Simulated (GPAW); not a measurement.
# Polarising MoSi2N4 monolayer with a field along the normal

The dipole of the cell at several fields, atoms fixed. What does the strongest field give, and what length does the slope stand for?

Set-up. GPAW 26.7.0, plane waves (500 eV), PAW setups, PBE, 12×12 mesh, a dipole layer in the vacuum; geometry relaxed without an applied field with GPAW. The cell's area is 7.15 Å², and e/ε0 = 180.95 V Å.

The runs, one held back:

| field (V/Å) | dipole (e Å) |
| --- | --- |
| −0.2 | −0.0629 |
| −0.1 | −0.0314 |
| −0.05 | −0.0157 |
| 0.05 | 0.0157 |
| 0.1 | 0.0314 |
| 0.2 | 0.0629 |
| 0.3 | ? |

**Question.** What is the dipole at 0.3 V/Å?

A: A line through the 6 points has the slope α = 0.314 e Å per V/Å and the intercept p₀ = 0.0000 e Å (r.m.s. residual 2.8e−05). At 0.3 V/Å it gives p = 0.0000 + 0.314 × 0.3 = 0.0943 e Å; the run gives 0.0944 e Å, so the response stays linear to 0.1 % of the induced part. Dividing by ε0 and the area: α/(ε0 A) = 0.314 × 180.95 / 7.15 = 7.95 Å, against 7.13 Å between the outer nuclei. For a gapped layer this length is t(1 − 1/ε), so it fixes ε only once a thickness t is chosen.

Caveats: This is the electronic response alone; ions that move would add to it in polar layers. No run was spin-polarised, so magnetic states weren't tested.
